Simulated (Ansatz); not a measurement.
# Lattice dynamics of HfTeS monolayer, Janus

Task: relax HfTeS monolayer, Janus, then find its harmonic phonons.

Calculated with Ansatz 0.2.0; DFT LDA, scalar-relativistic, plane waves, PAW.

## 1. Set-up

The cell holds 3 atoms: 1 Hf, 1 S and 1 Te. Its edges and angles: a = 3.720 Å, b = 3.720 Å, c = 20.000 Å, α = 90.0°, β = 90.0°, γ = 120.0°. Vacuum lies along c.

## 2. Rough relaxation

A rough relaxation comes first, because large forces or stress need no tight tolerances yet.

The program solves this slab on a cell height of its own, 30.0 Å, in place of the one typed.

Contents of input.yaml:

```yaml
crystal:
  lattice:
    - [3.72, 0.0, 0.0]
    - [-1.86, 3.22161, 0.0]
    - [0.0, 0.0, 20.0]
  atoms:
    - { symbol: Hf, position: [0.0, 0.0, 0.5] }
    - { symbol: S, position: [0.333333, 0.666667, 0.575] }
    - { symbol: Te, position: [0.666667, 0.333333, 0.42] }
  periodic: [true, true, false]
kpoints:
  mp_grid: { grid: [6, 6, 1] }
hamiltonian:
  xc: lda
scf:
  occupations: { method: gaussian, width: 0.1 }
output:
  forces: true
  stress: true
  eigenvalues: true
relax:
  adjacent_minimum: "off"
  f_tol: 0.05
  max_steps: 80
  cell: { stress_2d_tol: 0.02 }
```

On the command line:

```bash
ansatz run input.yaml --threads 8 --pin off --max-ram 14336MiB --backend cpu --events-out ev --progress --plain --runs-dir out
```

Numbers of over 12 decimals in the logs are rounded to 6 here.

The log of the run:

```text
[...]
F+E_penalty+E_count = -23176.99260260 eV   max|allowed force component| = 6.239e-3 eV/Å   (the final SCF, on the basis selected at the relaxed cell)
  cell:  # Å, volume = 353.8944 Å³
    - [3.690718, -2.1670950827538042e-18, 0]
    - [-1.845359, 3.196256, 0]
    - [0, 0, 30.0]
  atoms:
    - { symbol: Hf, position: [0, 0, 0.338996] }
    - { symbol: S, position: [0.333333, 0.666667, 0.382122] }
    - { symbol: Te, position: [0.666667, 0.333333, 0.275549] }
[key lines of the parts left out:]
SCF converged after 8 iterations
Free energy (F): -23176.992603 eV
Fermi energy:    -4.923761 eV
P = ½ c Tr σ = 0.0151 N/m
```

The job ended after 9.4 s (8 threads of Arm Neoverse V2, shared host; peak memory 0.76 GiB).

Relaxation path:

```
step  energy less that of the first step (eV)  largest force component (eV/Å)  volume (Å³)
   1                                   0.0000                          4.1689       359.53
   2                                  -0.5459                          0.5590       361.21
   3                                  -0.5656                          0.0883       357.65
   4                                  -0.5675                          0.0498       353.16
   5                                  -0.5677                          0.0062       353.89
  6*                                  -0.5675                          0.0062       353.89
```

Relaxation steps marked * repeat the geometry before them on a plane-wave basis chosen anew for their cell, so energy and pressure can jump there.

The run keeps the 6 symmetry operations that it works with, so distortions that break them were not tested.

```
cell as run  before  after  change
      a (Å)   3.720  3.691  -0.8 %
      b (Å)   3.720  3.691  -0.8 %
```

The atoms that moved most (Å, along periodic axes as changes of fractional coordinates times the final cell, across vacuum about the mean position):

```
atom     dx     dy      dz  length
 Hf1  0.000  0.000   0.170   0.170
 Te3  0.000  0.000  -0.134   0.134
  S2  0.000  0.000  -0.036   0.036
```

The relaxed structure:

```xyz
3
Lattice="3.6907 0.0000 0.0000 -1.8454 3.1963 0.0000 0.0000 0.0000 30.0000" Properties=species:S:1:pos:R:3
Hf    0.0000    0.0000   10.1699
S     0.0000    2.1308   11.4637
Te    1.8454    1.0654    8.2665
```

This step gave:

```yaml
gap_on_the_k_mesh: 0 eV
area_per_atom: 3.932 Å²
```

The relaxation ends with a largest force component of 0.0062 eV/Å.

## 3. Relaxation

The cell and atoms are relaxed, since residual forces and stress would shift the frequencies.

input.yaml, the sections that differ from step 2:

```yaml
crystal:
  lattice:
    - [3.6907182149, 0.0, 0.0]
    - [-1.8453591075, 3.1962557323, 0.0]
    - [0.0, 0.0, 30.0]
  atoms:
    - { symbol: Hf, position: [0.0, 0.0, 0.338995509] }
    - { symbol: S, position: [0.3333333333, 0.6666666667, 0.3821218719] }
    - { symbol: Te, position: [0.6666666667, 0.3333333333, 0.2755492858] }
  periodic: [true, true, false]
kpoints:
  mp_grid: { grid: [15, 15, 1] }
relax:
  adjacent_minimum: "off"
  f_tol: 0.005
  max_steps: 80
  cell: { stress_2d_tol: 0.02 }
# hamiltonian, scf, output: as in step 2
```

The log of the run:

```text
[...]
Crystal: 3 atoms, lattice volume = 353.894 Å³
Basis set: ecut = 420 eV, 6905 PW (Γ)
Bands: 29, of which v1, the nominal top of the filled ones, is band 24 counted from 1 (23 counted from 0)
Symmetry: 6 space group operations
[...]
k-points: 27 of 225 (time reversal used)
[...]
--- Relaxed structure (3 steps of the walk, 2 accepted, 1 SCFs on fresh bases) ---
[...]
cell:  # Å, volume = 354.2226 Å³
    - [3.692429, 2.8880902290090533e-11, 0]
    - [-1.846215, 3.197738, 0]
    - [0, 0, 30.0]
  atoms:
    - { symbol: Hf, position: [0, 0, 0.338952] }
    - { symbol: S, position: [0.333333, 0.666667, 0.382101] }
    - { symbol: Te, position: [0.666667, 0.333333, 0.275614] }
[key lines of the parts left out:]
SCF converged after 7 iterations
Free energy (F): -23177.008829 eV
Fermi energy:    -4.902709 eV
P = ½ c Tr σ = 0.0011 N/m
```

Elapsed: 20 s, on 8 threads; peak memory 0.96 GiB; 2.5 min of CPU time.

Little changed from the start: no atom moved by 0.005 Å and no cell edge by 0.1 %.

Numbers from this step:

| Property | Result |
| --- | --- |
| area per atom | 3.936 Å² |

## 4. Relaxing to small forces for the phonons

Phonons need a cell at rest on their own settings, so the relaxation is repeated with tight tolerances on forces and stress, using the mesh and the filling of the phonon run that follows.

Contents of input.yaml:

```yaml
crystal:
  lattice:
    - [3.6924293445, 0.0, 0.0]
    - [-1.8462146723, 3.197737614, 0.0]
    - [0.0, 0.0, 30.0]
  atoms:
    - { symbol: Hf, position: [0.0, 0.0, 0.3389518807] }
    - { symbol: S, position: [0.3333333333, 0.6666666667, 0.3821008329] }
    - { symbol: Te, position: [0.6666666667, 0.3333333333, 0.2756139531] }
  periodic: [true, true, false]
kpoints:
  mp_grid: { grid: [15, 15, 1] }
hamiltonian:
  xc: lda
scf:
  occupations: { method: methfessel_paxton, width: 0.15 }
output:
  forces: true
  stress: true
  eigenvalues: true
relax:
  adjacent_minimum: "off"
  f_tol: 0.001
  max_steps: 60
  cell: { stress_2d_tol: 0.002 }
```

The log of the run:

```text
[...]
Crystal: 3 atoms, lattice volume = 354.223 Å³
Basis set: ecut = 420 eV, 6905 PW (Γ)
Bands: 29, of which v1, the nominal top of the filled ones, is band 24 counted from 1 (23 counted from 0)
Symmetry: 6 space group operations
[...]
k-points: 27 of 225 (time reversal used)
[...]
--- Relaxed structure (4 steps of the walk, 4 accepted, 1 SCFs on fresh bases) ---
[...]
cell:  # Å, volume = 354.3964 Å³
    - [3.693335, 2.8874691591679552e-11, 0]
    - [-1.846667, 3.198522, 0]
    - [0, 0, 30.0]
  atoms:
    - { symbol: Hf, position: [0, 0, 0.338954] }
    - { symbol: S, position: [0.333333, 0.666667, 0.382071] }
    - { symbol: Te, position: [0.666667, 0.333333, 0.275642] }
[key lines of the parts left out:]
SCF converged after 8 iterations
Free energy (F): -23177.006982 eV
Fermi energy:    -4.894901 eV
P = ½ c Tr σ = 0.0014 N/m
```

Run time: 24 s. Hardware: 8 threads; peak memory 0.98 GiB.

Little changed from the start: no atom moved by 0.005 Å and no cell edge by 0.1 %.

This step gave:

* area per atom: 3.938 Å²

The largest force component left is 0.15 meV/Å, within the tolerances set.

## 5. Linear response at the zone centre

The zone centre comes first: it holds the modes that light can see, as far as symmetry allows. No field response is asked, since the mesh shows no gap.

input.yaml, the sections that differ from step 4:

```yaml
crystal:
  lattice:
    - [3.6933349276, 0.0, 0.0]
    - [-1.8466674638, 3.198521872, 0.0]
    - [0.0, 0.0, 30.0]
  atoms:
    - { symbol: Hf, position: [0.0, 0.0, 0.3389535829] }
    - { symbol: S, position: [0.3333333333, 0.6666666667, 0.3820710469] }
    - { symbol: Te, position: [0.6666666667, 0.3333333333, 0.2756420368] }
  periodic: [true, true, false]
output:
  eigenvalues: true
phonons:
  method: dfpt
# kpoints, hamiltonian, scf: as in step 4
# relax: removed
```

The log of the run:

```text
[...]
Crystal: 3 atoms, lattice volume = 354.396 Å³
Basis set: ecut = 420 eV, 6977 PW (Γ), exchange–correlation on 50×50×432 points (8 copies of the dense FFT grid, shifted against one another)
Bands: 29, of which v1, the nominal top of the filled ones, is band 24 counted from 1 (23 counted from 0)
Symmetry: 6 space group operations
k-points: 64 of 225 (irreducible under 2 space group operations, time reversal used)
[...]
SCF iter   1: F=—  HF=-23177.032859 eV  |F-HF|=—  |Δ(HF+E_count)|=         —  Δρ=3.66e-3  dr2=2.14e-1  ethr=1.77e-3  ⟨swp⟩=11.9  Hψ=12340  notcnv=0
[...]
SCF iter  12: F=-23177.006915 eV  HF=-23177.006915 eV  |F-HF|=2.84e-10  |Δ(HF+E_count)|=  8.11e-10  S|Δr|=    0.00e0  Δρ=2.74e-8  dr2=2.36e-12  ethr=1.00e-12  ⟨swp⟩=15.2  Hψ=15667  notcnv=0
SCF 1 converged in 12 iterations: F = -23177.006915 eV  dr2 = 2.36e-12
[...]
DFPT response loops at Γ: preconditioner auto → none (partly filled bands, converged f_vac=0.769); β = 0.50; Broyden in place of MSR1
SCF converged after 12 iterations
[...]
Free energy (F): -23177.006915 eV
[...]
Internal energy: -23177.006436 eV  (E = F + TS)
E sigma→0 (E₀):  -23177.006796 eV
Entropy (-TS):   -0.000479 eV (-0.160 meV/atom)
Fermi energy:    -4.894958 eV
Step filling:    the computed levels leave a gap of 0.0000 eV = 0.0 smearing widths at the electron count; against every level under it full and every level over it empty, smearing changes F+E_penalty+E_count by -0.940 meV and its σ→0 estimate by -0.820 meV
[...]
--- Band table (eV; the first three rows and the last of 64) ---
  k-point 0: bands = [... 20 lower, -8.6217, -7.1368, -4.4914, -4.4914, -4.1031, -4.1031, -3.4406, -1.4462, ... 1 higher]
  k-point 1: bands = [... 20 lower, -8.6040, -7.0165, -5.1164, -4.8269, -3.9860, -3.7513, -3.2499, -1.3013, ... 1 higher]
  k-point 2: bands = [... 20 lower, -8.5590, -6.8337, -6.0500, -5.2411, -4.0992, -3.3012, -3.0017, -1.3341, ... 1 higher]
  k-point 63: bands = [... 20 lower, -8.7922, -8.2849, -7.3551, -6.9281, -4.0289, -3.0397, -2.1289, -1.1162, ... 1 higher]
--- Phonons (Γ-DFPT): 6 representative perturbations + reference, on 64 of 225 k-points (Σ response iterations 28) ---
  k mesh reduced under 2 symmetry operations, with k and −k counted as one. Each operation leaves every solved perturbation unchanged. A smaller set is not used because it would not reduce the number of displacements times k-points to solve
  ASR residual: 3.818e-5 → 0.000e0 eV/Å²; symmetrization residual: 1.447e-5 eV/Å²
  ASR residual per site (eV/Å²): 1.19e-5 1.70e-5 3.82e-5
  Γ frequencies (cm⁻¹): 0.00 0.00 0.00 92.42 92.42 181.02 235.94 235.94 299.16
  non-analytic LO–TO correction: not included (Born effective charges unavailable; polar crystals: no LO–TO splitting at Γ)
```

Elapsed: 95 s, on 8 threads; peak memory 2.5 GiB.

The column dr2 measures how far the density is from self-consistency, as an energy; F and HF (Harris–Foulkes) agree once it is small.

This step gave:

* sum-rule residual before enforcement: 3.82e-5 eV/Å²
* point group: 3m
* highest optical mode at the zone centre (no LO-TO term): 299.2 cm⁻¹
* lowest optical zone-centre mode: 92.42 cm⁻¹

Patterns of degenerate modes are one choice out of their space. Modes at Γ, with each element's share of the kinetic energy:

```
mode  frequency (cm⁻¹)  symmetry  Hf %  S %  Te %
   1               0.0  acoustic    53    9    38
   2               0.0  acoustic    53    9    38
   3               0.0  acoustic    53    9    38
   4              92.4         E    39    1    61
   5              92.4         E    39    1    61
   6             181.0        A1    30    8    62
   7             235.9         E     9   90     2
   8             235.9         E     9   90     2
   9             299.2        A1    17   83     0
```

Displacements in mode 5 (92.4 cm⁻¹), the largest set to 1:
```
Hf1 -0.67 -0.03  0.00
S2  -0.22 -0.01  0.00
Te3  1.00  0.04  0.00
```

Displacements in mode 9 (299.2 cm⁻¹), the largest set to 1:
```
Hf1  0.00  0.00 -0.19
S2   0.00  0.00  1.00
Te3  0.00  0.00  0.02
```

Before it was imposed, the acoustic sum rule was missed by 3.8e-5 eV/Å². Small misses are needed for a sound result but don't prove that mesh and cutoff are converged. The lowest optical mode is real, 92.4 cm⁻¹.

(Part 1 of 2 ends here.)

[Logs are printed without paths, hosts, clocks, repeated set-up lines and the standing remarks that a program may print on its own settings, such as how far it seeks lower states.]

[Hosts, paths, dates, database ids (printed as entryN), source tags and the programs' standing remarks are cut or masked in the printed files.]
